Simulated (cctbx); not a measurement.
# Symmetry from intensities

Cell: a = 7.2810 Å, b = 7.2810 Å, c = 5.8570 Å, α = 90.00°, β = 90.00°, γ = 90.00°. Expected content of the cell: Bi8 Cu2 Si2.

Simulated single-crystal data (cctbx): Mo Kα, λ = 0.71073 Å, to d = 0.6 Å, 50 % of the full sphere, strongest reflection 70000 counts, noise from counting, a 4 % proportional error and a noise floor of 2 counts (s.d.); no absorption, some extinction.

A first pass over the reflections prints:

```text
2966 reflections to d = 0.601 A
centring   violations  <I/sigma> of those
    A       1041 of  1509     11.6
    B       1055 of  1504     11.6
    C       1116 of  1509     11.6
    I        731 of  1494      4.5
    R       1392 of  2012     11.5
    F       1606 of  2261     11.6
Laue class    unique    Rint  (classes that these axes allow; Friedel mates merged)
P -1             2208   0.023
P 1 2/m 1        1449   0.026
P 1 1 2/m        1469   0.027
P 2/m 1 1        1450   0.025
P m m m           877   0.029
P 4/m             803   0.030
P 4/m m m         486   0.031
space group    extra absences  I>4sigma  <I/sigma>
P 4 2 2                 0          0         -  acentric
P 42 2 2                7          0       0.1  acentric
P 4 m m                 0          0         -  acentric
P 42 c m              188          0      -0.1  acentric
P 4 c c               304          0       0.0  acentric
P 42 m c              123          0       0.1  acentric
P -4 2 m                0          0         -  acentric
P -4 2 c              123          0       0.1  acentric
P -4 m 2                0          0         -  acentric
P -4 c 2              188          0      -0.1  acentric
P 4/m m m               0          0         -  centric
P 4/m c c             304          0       0.0  centric
P 42/m m c            123          0       0.1  centric
P 42/m c m            188          0      -0.1  centric
Wilson B = 0.42 A^2   <|E^2-1|> = 1.167 (0.968 centric, 0.736 acentric)   E^2>4: 6.8 %
shell (A)         n   <I/sigma>
 7.28 - 1.20     74     24.5
 1.20 - 0.95     65     26.5
 0.95 - 0.83     60     25.3
 0.83 - 0.76     60     25.0
 0.76 - 0.70     60     31.1
 0.70 - 0.66     51     25.7
 0.66 - 0.63     59     23.7
 0.63 - 0.60     57     24.3
```

**Question.** What are the lattice type, the Laue class and the likely space group?

Every centring test has many violations, so the lattice is primitive.

Rint stays low (0.023 to 0.031) up to P 4/m m m, the highest class in these axes.

14 settings pass the absence test. The most absences obeyed, 304, belong to P 4 c c and P 4/m c c, which absences can't tell apart.

⟨|E²−1|⟩ = 1.167 is above even the centric ideal, a mark of pseudo-translation (a class of systematically weak reflections). The Wilson B of 0.42 Å² means U ≈ 0.0053 Å².

The true group is P4/mcc (no. 124), Laue class 4/mmm, centrosymmetric. The tables only narrow the choice to the tied entries; cell content, site symmetry and trial solutions must settle it.

The model was made for the exercise: a known structure type with other elements put in, its volume estimated, not relaxed; displacement parameters are assumed.

[Logs are printed without paths, hosts, clocks, repeated set-up lines and the standing remarks that a program may print on its own settings, such as how far it seeks lower states.]
